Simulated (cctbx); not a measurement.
**Ti3Mo across an absorption edge**

Space group Pm-3m (no. 221), a = 4.1200 Å, b = 4.1200 Å, c = 4.1200 Å, α = 90.00°, β = 90.00°, γ = 90.00°.

| atom | mult. | x | y | z | Ueq (Å²) |
| --- | --- | --- | --- | --- | --- |
| Mo1 | 1 | 0 | 0 | 0 | 0.0084 |
| Ti1 | 3 | 1/2 | 1/2 | 0 | 0.0094 |

The model was made for the exercise: a known structure type with other elements put in, its volume estimated, not relaxed; displacement parameters are assumed.

Calculated with cctbx: free-atom f′ and f″ from the Sasaki tables, no fine structure; amplitudes in electrons.

```
E (eV)  F 0 3 2  F 0 2 2  F 0 1 2  F 3 0 0
  4366     14.5     52.6     17.6     15.8
  4716     15.1     50.5     18.3     16.4
  4846     15.6     48.5     19.0     17.0
  4906     16.2     46.5     19.6     17.6
  4936     16.8     44.5     20.3     18.3
  4951     17.4     42.6     21.0     18.9
  4958     18.0     40.8     21.6     19.5
  4962     18.5     38.9     22.2     20.1
  4970     18.3     40.8     22.0     19.8
  4974     17.5     43.1     21.1     19.0
  4981     16.8     45.1     20.4     18.3
  4996     16.2     47.0     19.7     17.6
  5026     15.4     49.3     18.9     16.8
  5116     14.5     52.1     17.8     15.9
  5366     13.5     54.9     16.8     14.8
```

**Question.** Which edge is crossed, and why do the reflections move as they do?

The K edge of Ti. The edge is at 4966 eV. f′ of Ti falls from -3.5 e at 4846 eV to -7.1 e at 4 eV below it, and f″ steps from 0.44 to 4.00 e across it. Over that approach |F| changes by +19 % (0 3 2), -20 % (0 2 2), +17 % (0 1 2) and +18 % (3 0 0): a reflection falls where Ti scatters in phase with the total and rises where it scatters against it; it hardly moves where the Ti term is small or cancels by symmetry. Above the edge the larger f″ enters the imaginary part, where it can add to or cancel the other atoms' f″. The structure is centrosymmetric, so Friedel mates stay equal.

[Logs are printed without paths, hosts, clocks, repeated set-up lines and the standing remarks that a program may print on its own settings, such as how far it seeks lower states.]
